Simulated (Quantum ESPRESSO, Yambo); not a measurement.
# MoS2 (P6_3/mmc): G0W0 in Yambo against the screening cutoff, part 2 of 2

How does the gap of MoS2 (P6_3/mmc) converge in the screening cutoff?

Yambo 5.3.0; PBE and many-body steps on it, plane waves. Known limits of the many-body steps: not at the basis limit; no spin-orbit coupling; coarse k mesh.

So far. Step 2 (1.5 Ha): The gap on the mesh goes from 0.89 eV to 1.16 eV, a correction of +0.27 eV. Step 3 (2.5 Ha): Against the run before, the gap moves by +0.018 eV.

The database entry behind the starting cell differs from later determinations by our own check (about 0.3 % long), so it need not match the best structure at ambient conditions.

### Step 4. 4.75 Ha

Level of this step: G0W0 on PBE, plane waves, norm-conserving pseudopotentials (Yambo).

gw9.in

```
HF_and_locXC
gw0
dyson
ppa
em1d
rim_cut
RandQpts= 1000000
RandGvec= 1 RL
EXXRLvcs= 72 Ry
VXCRLvcs= 288 Ry
Chimod= "HARTREE"
% BndsRnXp
 1 | 106 |
%
NGsBlkXp= 9.5 Ry
% LongDrXp
 1 | 1 | 1 |
%
% GbndRnge
 1 | 106 |
%
DysSolver= "n"
ExtendOut
PPAPntXp= 27.21138 eV
% QPkrange
 1 | 1 | 25 | 28 |
 9 | 9 | 25 | 28 |
 13 | 13 | 25 | 28 |
%
```

The run is started by

```bash
OMP_NUM_THREADS=2 mpirun -n 4 yambo -F gw9.in -J gw9 -C gw9 > gw9.log
```

What it wrote:

```text
 Yambo, version 5.3.0

 [02] CORE Variables Setup
 =========================

  [... cell, symmetries and grids as in the set-up ...]

  [02.05] Energies & Occupations
  ==============================

  [X] === General ===
  [X] Electronic Temperature                        :  0.000000  0.000000 [eV K]
  [X] Bosonic    Temperature                        :  0.000000  0.000000 [eV K]
  [X] Finite Temperature mode                       : no
  [X] El. density                                   :  0.48515E+24 [cm-3]
[...]
QP @ state[ 2 ] b range                          :  25  28
   QP @ state[ 3 ] K range                          :  13  13
   QP @ state[ 3 ] b range                          :  25  28
   GF energies kind                                 : Perdew, Burke & Ernzerhof(X)+Perdew, Burke & Ernzerhof(C)
   GF WF`s kind                                     : Perdew, Burke & Ernzerhof(X)+Perdew, Burke & Ernzerhof(C)
   Xs energies kind                                 : Perdew, Burke & Ernzerhof(X)+Perdew, Burke & Ernzerhof(C)
   Xs WF`s kind                                     : Perdew, Burke & Ernzerhof(X)+Perdew, Burke & Ernzerhof(C)

 [11] Game Over & Game summary
```

The job ended after 4.6 min (4 MPI ranks of Arm Neoverse V1, shared host; peak memory 3.7 GiB; 33 min of CPU time).

Numbers from this step:

```
G0W0 gap on the points computed              : 1.249 eV
starting gap on the mesh                     : 0.8888 eV
k of the valence top                         : 0, 0, 0
k of the conduction bottom                   : 0.1667, 0.1667, 0
least direct G0W0 gap on the computed points : 2.246 eV
```

Against the run before, the gap moves by +0.071 eV.

### Step 5. 6 Ha

gw10.in, as its differences from gw9.in of step 4:

```diff
@@ -14,3 +14,3 @@
 %
-NGsBlkXp= 9.5 Ry
+NGsBlkXp= 12 Ry
 % LongDrXp
```

The run is started by

```bash
OMP_NUM_THREADS=2 mpirun -n 4 yambo -F gw10.in -J gw10 -C gw10 > gw10.log
```

What it wrote:

```text
 Yambo, version 5.3.0

 [02] CORE Variables Setup
 =========================

  [... cell, symmetries and grids as in the set-up ...]

  [02.05] Energies & Occupations
  ==============================

  [X] === General ===
  [X] Electronic Temperature                        :  0.000000  0.000000 [eV K]
  [X] Bosonic    Temperature                        :  0.000000  0.000000 [eV K]
  [X] Finite Temperature mode                       : no
  [X] El. density                                   :  0.48515E+24 [cm-3]
[...]
QP @ state[ 2 ] b range                          :  25  28
   QP @ state[ 3 ] K range                          :  13  13
   QP @ state[ 3 ] b range                          :  25  28
   GF energies kind                                 : Perdew, Burke & Ernzerhof(X)+Perdew, Burke & Ernzerhof(C)
   GF WF`s kind                                     : Perdew, Burke & Ernzerhof(X)+Perdew, Burke & Ernzerhof(C)
   Xs energies kind                                 : Perdew, Burke & Ernzerhof(X)+Perdew, Burke & Ernzerhof(C)
   Xs WF`s kind                                     : Perdew, Burke & Ernzerhof(X)+Perdew, Burke & Ernzerhof(C)

 [11] Game Over & Game summary
```

Run time: 7.7 min. Hardware: 4 MPI ranks; peak memory 3.7 GiB.

This step gave:

```yaml
g0w0_gap_on_the_points_computed: 1.263 eV
starting_gap_on_the_mesh: 0.8888 eV
k_of_the_valence_top: 0, 0, 0
k_of_the_conduction_bottom: 0.1667, 0.1667, 0
least_direct_g0w0_gap_on_the_computed_points: 2.250 eV
```

Against the run before, the gap moves by +0.014 eV.

### Step 6. 7.5 Ha

gw11.in, as its differences from gw10.in of step 5:

```diff
@@ -14,3 +14,3 @@
 %
-NGsBlkXp= 12 Ry
+NGsBlkXp= 15 Ry
 % LongDrXp
```

The run is started by

```bash
OMP_NUM_THREADS=2 mpirun -n 4 yambo -F gw11.in -J gw11 -C gw11 > gw11.log
```

What it wrote:

```text
 Yambo, version 5.3.0

 [02] CORE Variables Setup
 =========================

  [... cell, symmetries and grids as in the set-up ...]

  [02.05] Energies & Occupations
  ==============================

  [X] === General ===
  [X] Electronic Temperature                        :  0.000000  0.000000 [eV K]
  [X] Bosonic    Temperature                        :  0.000000  0.000000 [eV K]
  [X] Finite Temperature mode                       : no
  [X] El. density                                   :  0.48515E+24 [cm-3]
[...]
QP @ state[ 2 ] b range                          :  25  28
   QP @ state[ 3 ] K range                          :  13  13
   QP @ state[ 3 ] b range                          :  25  28
   GF energies kind                                 : Perdew, Burke & Ernzerhof(X)+Perdew, Burke & Ernzerhof(C)
   GF WF`s kind                                     : Perdew, Burke & Ernzerhof(X)+Perdew, Burke & Ernzerhof(C)
   Xs energies kind                                 : Perdew, Burke & Ernzerhof(X)+Perdew, Burke & Ernzerhof(C)
   Xs WF`s kind                                     : Perdew, Burke & Ernzerhof(X)+Perdew, Burke & Ernzerhof(C)

 [11] Game Over & Game summary
```

Elapsed: 12 min, on 4 MPI ranks; peak memory 3.6 GiB; 89 min of CPU time.

This step gave:

| Quantity | Value |
| --- | --- |
| G0W0 gap on the points computed | 1.269 eV |
| starting gap on the mesh | 0.8888 eV |
| k of the valence top | 0, 0, 0 |
| k of the conduction bottom | 0.1667, 0.1667, 0 |
| least direct G0W0 gap on the computed points | 2.251 eV |

Against the run before, the gap moves by +0.006 eV.

### Step 7. Side by side

Times are wall times on 4 MPI ranks of Arm Neoverse V1, shared host, good to a factor of about two.

```csv
run,mesh,bands,screening cutoff (eV),DFT gap (eV),gap on the mesh (eV),direct (eV),time
1.5 Ha,6×6×2,106,40.8,0.889,1.160,2.210,2.7 min
2.5 Ha,6×6×2,106,68,0.889,1.177,2.221,2.9 min
4.75 Ha,6×6×2,106,129.3,0.889,1.249,2.246,4.6 min
6 Ha,6×6×2,106,163.3,0.889,1.263,2.250,7.7 min
7.5 Ha,6×6×2,106,204.1,0.889,1.269,2.251,12 min
```

### Step 8. Results

```json
{
 "1.5 Ha": "1.160 eV",
 "2.5 Ha": "1.177 eV",
 "4.75 Ha": "1.249 eV",
 "6 Ha": "1.263 eV",
 "7.5 Ha": "1.269 eV",
 "known limits": "not at the basis limit; no spin-orbit coupling; coarse k mesh"
}
```

What this shows: The setting moved: screening cutoff. From 1.5 Ha to 7.5 Ha the gap moves by +0.11 eV, for 4.4 times the time. It holds to 0.03 eV from 4.75 Ha on. Bands and screening cutoff are coupled, so a series along one setting does not show full convergence. Bands and cutoff are finite, so the gap is not at the basis limit. The miss can reach some tenths of an eV and take either sign; the mesh is an error of its own. In the G0W0 runs levels were corrected at 3 k points alone, so a gap called «on the mesh» is the least over those, and an edge elsewhere would be missed. The 6×6×2 mesh is coarse for this cell, which bears on the long-range parts of exchange and screening. The many-body steps are scalar-relativistic: spin-orbit coupling is not in them.

[Paths, hosts, dates, memory and timing lines, banners, echoed tables and standing remarks are left out of the program output.]

[Logs are printed without paths, hosts, clocks, repeated set-up lines and the standing remarks that a program may print on its own settings, such as how far it seeks lower states.]

[Runs of the session that timed out or met a known fault of the program may be left out.]

[Hosts, paths, dates, database ids (printed as entryN), source tags and the programs' standing remarks are cut or masked in the printed files.]
